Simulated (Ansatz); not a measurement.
# Y on Pt(111): change of the work function, part 3 of 4

Wanted: Δφ(θ) for Y/Pt(111), starting from the fcc site.

Ansatz 0.2.0; plane-wave DFT, PBE, Ansatz PAW.

So far, work function, upper face (eV): step 2 (the clean slab) 5.70; step 3 (37 atoms, coverage 0.111 ML, cell 3x3) 2.78.

**4. Adsorbate added, k-mesh 6×6×1, coverage 0.25 ML**

System of this step: YPt16 (Y/Pt(111)). The cell holds 17 atoms: 16 Pt and 1 Y. Its edges and angles: a = 5.544 Å, b = 5.544 Å, c = 27.857 Å, α = 90.0°, β = 90.0°, γ = 60.0°. Vacuum lies along c.

Another coverage, to see how the dipoles act on each other as their distance changes.

input.yaml reads:

```yaml
crystal:
  lattice:
    - [5.5437171645, 1.0e-10, 0.0]
    - [2.7718585822, 4.8009998959, 0.0]
    - [0.0, 0.0, 27.8574003692]
  atoms:
    - { symbol: Pt, position: [0.0, 0.0, 0.3230739366] }
    - { symbol: Pt, position: [0.1666666667, 0.1666666667, 0.4043167312] }
    - { symbol: Pt, position: [0.3333333333, 0.3333333333, 0.4871227174] }
    - { symbol: Pt, position: [0.0, 0.0, 0.5709611553] }
    - { symbol: Pt, position: [0.0, 0.5, 0.3230739366] }
    - { symbol: Pt, position: [0.1666666667, 0.6666666667, 0.4043167312] }
    - { symbol: Pt, position: [0.3333333333, 0.8333333333, 0.4871227174] }
    - { symbol: Pt, position: [0.0, 0.5, 0.5709611553] }
    - { symbol: Pt, position: [0.5, 0.0, 0.3230739366] }
    - { symbol: Pt, position: [0.6666666667, 0.1666666667, 0.4043167312] }
    - { symbol: Pt, position: [0.8333333333, 0.3333333333, 0.4871227174] }
    - { symbol: Pt, position: [0.5, 0.0, 0.5709611553] }
    - { symbol: Pt, position: [0.5, 0.5, 0.3230739366] }
    - { symbol: Pt, position: [0.6666666667, 0.6666666667, 0.4043167312] }
    - { symbol: Pt, position: [0.8333333333, 0.8333333333, 0.4871227174] }
    - { symbol: Pt, position: [0.5, 0.5, 0.5709611553] }
    - { symbol: "Y", position: [0.1666666667, 0.1666666667, 0.6769260634] }
kpoints:
  mp_grid: { grid: [6, 6, 1] }
hamiltonian:
  xc: pbe
scf:
  occupations: { method: fermi_dirac, width: 0.1 }
  convergence: { dr2_threshold: 1.0e-08 }
efield:
  axis: 3
  dipole_correction: true
  ramp_position: 0.97
  ramp_width: 0.06
relax:
  f_tol: 0.02
  max_steps: 60
  constraints: [{ sites: [0, 1, 4, 5, 8, 9, 12, 13] }]
output:
  dos: { projected: true, e_range: [-8, 4] }
  write_potential: true
  write_density: true
  volumetric_format: npy
  elf: true
```

On the command line:

```console
> ansatz run input.yaml --threads 4 --pin off --max-ram 16384MiB --backend cpu --events-out ev --progress --plain --runs-dir out
```

What it wrote:

```text
[...]
Crystal: 17 atoms, lattice volume = 741.435 Å³
Basis set: ecut = 420 eV, 14505 PW (Γ), exchange–correlation on 80×80×384 points (8 copies of the dense FFT grid, shifted against one another)
Bands: 180, of which v1, the nominal top of the filled ones, is band 150 counted from 1 (149 counted from 0)
Symmetry: 6 space group operations
[...]
k-points: 7 of 36 (time reversal used)
[...]
SCF iter   1: F=—  HF=-204212.453935 eV  |F-HF|=—  |Δ(HF+E_count)|=         —  Δρ=5.94e-3  dr2=2.42e0  ethr=1.77e-3  p=0.323 e·Å  D=7.89e-2 V/Å  ΔV_dip=-2.20 eV  dr2_dipole=3.20e-2  V_vac-E_F(+/−)=3.02/5.22 eV  ⟨swp⟩=7.9  Hψ=5219  notcnv=0  defer=31
[...]
SCF iter  12: F=-204212.426006 eV  HF=-204212.426006 eV  |F-HF|=1.41e-8  |Δ(HF+E_count)|=   6.25e-8  Δρ=7.11e-7  dr2=7.12e-9  ethr=3.34e-12  p=0.355 e·Å  D=8.67e-2 V/Å  ΔV_dip=-2.41 eV  dr2_dipole=1.32e-9  V_vac-E_F(+/−)=3.25/5.67 eV  ⟨swp⟩=14.6  Hψ=9628  notcnv=0
SCF 1 converged in 12 iterations: F = -204212.426006 eV  dr2 = 7.12e-9
[...]
relax step   1: F+E_penalty+E_count = -204212.42600633 eV  Δ(F+E_penalty+E_count) = +0.000e0 eV  max|allowed force component| = 3.255e0 eV/Å  Δτ_max = 0.0000 Å  (12 SCF iters, accepted)
[...]
SCF iter  12: F=-204213.267149 eV  HF=-204213.267149 eV  |F-HF|=3.78e-9  |Δ(HF+E_count)|=   2.32e-8  Δρ=3.76e-7  dr2=3.08e-9  ethr=3.34e-12  p=0.378 e·Å  D=9.22e-2 V/Å  ΔV_dip=-2.57 eV  dr2_dipole=4.55e-10  V_vac-E_F(+/−)=3.11/5.68 eV  ⟨swp⟩=14.9  Hψ=8376  notcnv=0
SCF 2 converged in 12 iterations: F = -204213.267149 eV  dr2 = 3.08e-9
relax step   2: F+E_penalty+E_count = -204213.26714877 eV  Δ(F+E_penalty+E_count) = -8.411e-1 eV  max|allowed force component| = 3.479e0 eV/Å  Δτ_max = 0.1950 Å  (12 SCF iters, accepted)
SCF iter   1: F=—  HF=-204214.085829 eV  |F-HF|=—  |Δ(HF+E_count)|=         —  Δρ=3.97e-3  dr2=2.14e-1  ethr=6.53e-4  p=0.378 e·Å  D=9.22e-2 V/Å  ΔV_dip=-2.57 eV  dr2_dipole=3.26e-4  V_vac-E_F(+/−)=3.12/5.69 eV  ⟨swp⟩=4.6  Hψ=2796  notcnv=0  defer=54
[...]
SCF iter  12: F=-204214.052059 eV  HF=-204214.052059 eV  |F-HF|=6.40e-10  |Δ(HF+E_count)|=   3.67e-8  Δρ=5.28e-7  dr2=8.96e-9  ethr=3.34e-12  p=0.414 e·Å  D=1.01e-1 V/Å  ΔV_dip=-2.82 eV  dr2_dipole=1.64e-9  V_vac-E_F(+/−)=2.87/5.69 eV  ⟨swp⟩=15.1  Hψ=8673  notcnv=0
SCF 3 converged in 12 iterations: F = -204214.052059 eV  dr2 = 8.96e-9
relax step   3: F+E_penalty+E_count = -204214.05205853 eV  Δ(F+E_penalty+E_count) = -7.849e-1 eV  max|allowed force component| = 3.130e0 eV/Å  Δτ_max = 0.1949 Å  (12 SCF iters, accepted)
[...]
relax step   4: F+E_penalty+E_count = -204214.63735893 eV  Δ(F+E_penalty+E_count) = -5.853e-1 eV  max|allowed force component| = 1.748e0 eV/Å  Δτ_max = 0.1950 Å  (13 SCF iters, accepted)
[...]
relax step   5: F+E_penalty+E_count = -204214.81783939 eV  Δ(F+E_penalty+E_count) = -1.805e-1 eV  max|allowed force component| = 2.866e-1 eV/Å  Δτ_max = 0.1949 Å  (12 SCF iters, accepted)
[...]
relax step   6: F+E_penalty+E_count = -204214.83802992 eV  Δ(F+E_penalty+E_count) = -2.019e-2 eV  max|allowed force component| = 1.685e-1 eV/Å  Δτ_max = 0.0679 Å  (12 SCF iters, accepted)
[...]
relax step   7: F+E_penalty+E_count = -204214.84522868 eV  Δ(F+E_penalty+E_count) = -7.199e-3 eV  max|allowed force component| = 4.629e-2 eV/Å  Δτ_max = 0.0647 Å  (11 SCF iters, accepted)
[...]
relax step   8: F+E_penalty+E_count = -204214.84617378 eV  Δ(F+E_penalty+E_count) = -9.451e-4 eV  max|allowed force component| = 6.362e-2 eV/Å  Δτ_max = 0.0305 Å  (10 SCF iters, accepted)
SCF iter   1: F=—  HF=-204214.845395 eV  |F-HF|=—  |Δ(HF+E_count)|=         —  Δρ=3.79e-4  dr2=7.32e-4  ethr=4.36e-6  p=0.512 e·Å  D=1.25e-1 V/Å  ΔV_dip=-3.48 eV  dr2_dipole=2.05e-5  V_vac-E_F(+/−)=2.21/5.69 eV  ⟨swp⟩=2.1  Hψ=2263  notcnv=0  defer=31
[...]
SCF iter   9: F=-204214.846410 eV  HF=-204214.846410 eV  |F-HF|=3.93e-9  |Δ(HF+E_count)|=   1.04e-8  Δρ=4.06e-7  dr2=2.63e-9  ethr=3.34e-12  p=0.512 e·Å  D=1.25e-1 V/Å  ΔV_dip=-3.48 eV  dr2_dipole=3.87e-12  V_vac-E_F(+/−)=2.21/5.69 eV  ⟨swp⟩=9.0  Hψ=7443  notcnv=0
SCF 9 converged in 9 iterations: F = -204214.846410 eV  dr2 = 2.63e-9
relax step   9: F+E_penalty+E_count = -204214.84640981 eV  Δ(F+E_penalty+E_count) = -2.360e-4 eV  max|allowed force component| = 2.957e-3 eV/Å  Δτ_max = 0.0111 Å  (9 SCF iters, accepted)
[...]
SCF converged after 9 iterations
Free energy (F): -204214.846410 eV
[...]
Internal energy: -204214.047284 eV  (E = F + TS)
E sigma→0 (E₀):  -204214.446847 eV
Entropy (-TS):   -0.799126 eV (-47.007 meV/atom)
Fermi energy:    5.575232 eV
Dipole field:    D = 0.124901 V/Å  (p = 0.511774 e·Å, saw-weighted, corrected)
Work function:   Φ+ = 2.2093 eV   Φ− = 5.6887 eV
[...]
--- Forces (eV/Å), atoms counted from 1 ---
  atom   1  Pt    -0.00290444    -0.00167688    -0.51300107
  atom   2  Pt     0.00000000     0.00000000     0.61246083
  atom   3  Pt    -0.00020142    -0.00011629     0.00063103
  atom   4  Pt    -0.00079841    -0.00046096    -0.00027646
  atom   5  Pt    -0.00000000     0.00335375    -0.51300107
  atom   6  Pt     0.08354212    -0.04823306     0.45907198
  atom   7  Pt    -0.00000000     0.00023259     0.00063103
  atom   8  Pt    -0.00000000     0.00092192    -0.00027646
  atom   9  Pt     0.00290444    -0.00167688    -0.51300107
  atom  10  Pt    -0.00000000     0.09646613     0.45907198
  atom  11  Pt     0.00020142    -0.00011629     0.00063103
  atom  12  Pt     0.00079841    -0.00046096    -0.00027646
  atom  13  Pt     0.00000000    -0.00000000    -0.45408943
  atom  14  Pt    -0.08354212    -0.04823306     0.45907198
  atom  15  Pt     0.00000000    -0.00000000     0.00295726
  atom  16  Pt     0.00000000     0.00000000    -0.00017573
  atom  17  Y      0.00000000     0.00000000    -0.00044535
  max |Σ_I F_I| component: 1.60e-5 eV/Å
--- Band table (eV; the first three rows and the last of 7) ---
  k-point 0: bands = [... 146 lower, 5.9370, 5.9694, 5.9694, 6.0061, 6.0280, 6.1712, 6.1712, 6.1817, ... 26 higher]
  k-point 1: bands = [... 146 lower, 5.5897, 5.6115, 5.6817, 5.7404, 5.8360, 5.8577, 5.8910, 6.0706, ... 26 higher]
  k-point 2: bands = [... 146 lower, 5.1553, 5.4290, 5.4682, 5.5207, 5.5772, 5.7631, 5.8397, 5.8714, ... 26 higher]
  k-point 6: bands = [... 146 lower, 5.1558, 5.1563, 5.1871, 5.2029, 5.2277, 5.2847, 5.2976, 5.3485, ... 26 higher]
--- Relaxed structure (9 steps of the walk, 9 accepted, 0 SCFs on fresh bases) ---
  F+E_penalty+E_count = -204214.84640981 eV   max|allowed force component| = 2.957e-3 eV/Å
  atoms:
    - { symbol: Pt, position: [-1.795949e-17, -1.795949e-17, 0.323074] }
    - { symbol: Pt, position: [0.166667, 0.166667, 0.4043167312] }
    - { symbol: Pt, position: [0.334110, 0.334110, 0.488608] }
    - { symbol: Pt, position: [-0.00409743, -0.00409743, 0.573786] }
    - { symbol: Pt, position: [0.0, 0.5, 0.323074] }
    - { symbol: Pt, position: [0.166667, 0.666667, 0.4043167312] }
    - { symbol: Pt, position: [0.334110, 0.831780, 0.488608] }
    - { symbol: Pt, position: [-0.00409743, 0.508195, 0.573786] }
    - { symbol: Pt, position: [0.500000, -1.795949e-17, 0.323074] }
    - { symbol: Pt, position: [0.666667, 0.166667, 0.4043167312] }
    - { symbol: Pt, position: [0.831780, 0.334110, 0.488608] }
    - { symbol: Pt, position: [0.508195, -0.00409743, 0.573786] }
    - { symbol: Pt, position: [0.500000, 0.5, 0.323074] }
    - { symbol: Pt, position: [0.666667, 0.666667, 0.4043167312] }
    - { symbol: Pt, position: [0.833333, 0.833333, 0.486212] }
    - { symbol: Pt, position: [0.500000, 0.5, 0.578889] }
    - { symbol: Y, position: [0.166667, 0.166667, 0.647648] }
```

Elapsed: 4.2 min, on 4 threads of Arm Neoverse V2, shared host; peak memory 3.1 GiB; 16 min of CPU time.

Relaxation path:

```
step  energy less that of the first step (eV)  largest force component (eV/Å)
   1                                   0.0000                          3.2545
   2                                  -0.8411                          3.4786
   3                                  -1.6261                          3.1300
   4                                  -2.2114                          1.7484
   5                                  -2.3918                          0.2866
   6                                  -2.4120                          0.1685
   7                                  -2.4192                          0.0463
   8                                  -2.4202                          0.0636
   9                                  -2.4204                          0.0030
```

The run keeps the 6 symmetry operations that the program found, so distortions that break them were not tested.

The atoms that moved most (Å):

```
atom      dx      dy      dz  length
 Y17   0.000   0.000  -0.816   0.816
Pt16   0.000   0.000   0.221   0.221
 Pt4  -0.034  -0.020   0.079   0.088
 Pt8   0.000   0.039   0.079   0.088
Pt12   0.034  -0.020   0.079   0.088
 Pt7   0.000  -0.007   0.041   0.042
Pt11  -0.006   0.004   0.041   0.042
 Pt3   0.006   0.004   0.041   0.042
```

Final coordinates:

```xyz
17
Lattice="5.5437 0.0000 0.0000 2.7719 4.8010 0.0000 0.0000 0.0000 27.8574" Properties=species:S:1:pos:R:3
Pt    0.0000    0.0000    9.0000
Pt    1.3859    0.8002   11.2632
Pt    2.7783    1.6041   13.6113
Pt   -0.0341   -0.0197   15.9842
Pt    1.3859    2.4005    9.0000
Pt    2.7719    3.2007   11.2632
Pt    4.1578    3.9934   13.6113
Pt    1.3859    2.4398   15.9842
Pt    2.7719    0.0000    9.0000
Pt    4.1578    0.8002   11.2632
Pt    5.5373    1.6041   13.6113
Pt    2.8059   -0.0197   15.9842
Pt    4.1578    2.4005    9.0000
Pt    5.5437    3.2007   11.2632
Pt    6.9296    4.0008   13.5446
Pt    4.1578    2.4005   16.1263
Y     1.3859    0.8002   18.0418
```

This step gave:

| Property | Result |
| --- | --- |
| energy at zero smearing | -204214.4468 eV |
| work function, upper face | 2.209 eV |
| work function, lower face | 5.689 eV |
| dipole along the normal | 0.5118 e·Å |
| step between the vacuum levels | -3.479 eV |

Running mean over 2.263 Å of the planar mean; the ramp of the sawtooth is left out. Electron's electrostatic potential energy less the Fermi level against z:

```
z (Å)  electron's electrostatic potential energy less the Fermi level (eV)
    4                                                                 5.69
    5                                                                 5.68
    6                                                                 5.63
    7                                                                 4.61
    8                                                                -4.96
    9                                                                -11.6
   10                                                                -12.0
   11                                                                -12.1
   12                                                                -11.6
   13                                                                -11.6
   14                                                                -11.5
   15                                                                -10.2
   16                                                                -11.9
   17                                                                -8.43
   18                                                                -1.87
   19                                                               -0.706
   20                                                                 1.45
   21                                                                 2.04
   22                                                                 2.17
   23                                                                 2.20
   24                                                                 2.21
```

(Part 3 of 4 ends here.)

[Long decimals in the printed logs are rounded to 6 places.]

[Logs are printed without paths, hosts, clocks, repeated set-up lines and the standing remarks that a program may print on its own settings, such as how far it seeks lower states.]

[Hosts, paths, dates, database ids (printed as entryN), source tags and the programs' standing remarks are cut or masked in the printed files.]

[Maps of the electrostatic potential energy from Ansatz leave out the sawtooth potential of an applied field or a dipole correction, so their vacuum need not be flat; planar profiles and work functions include it.]
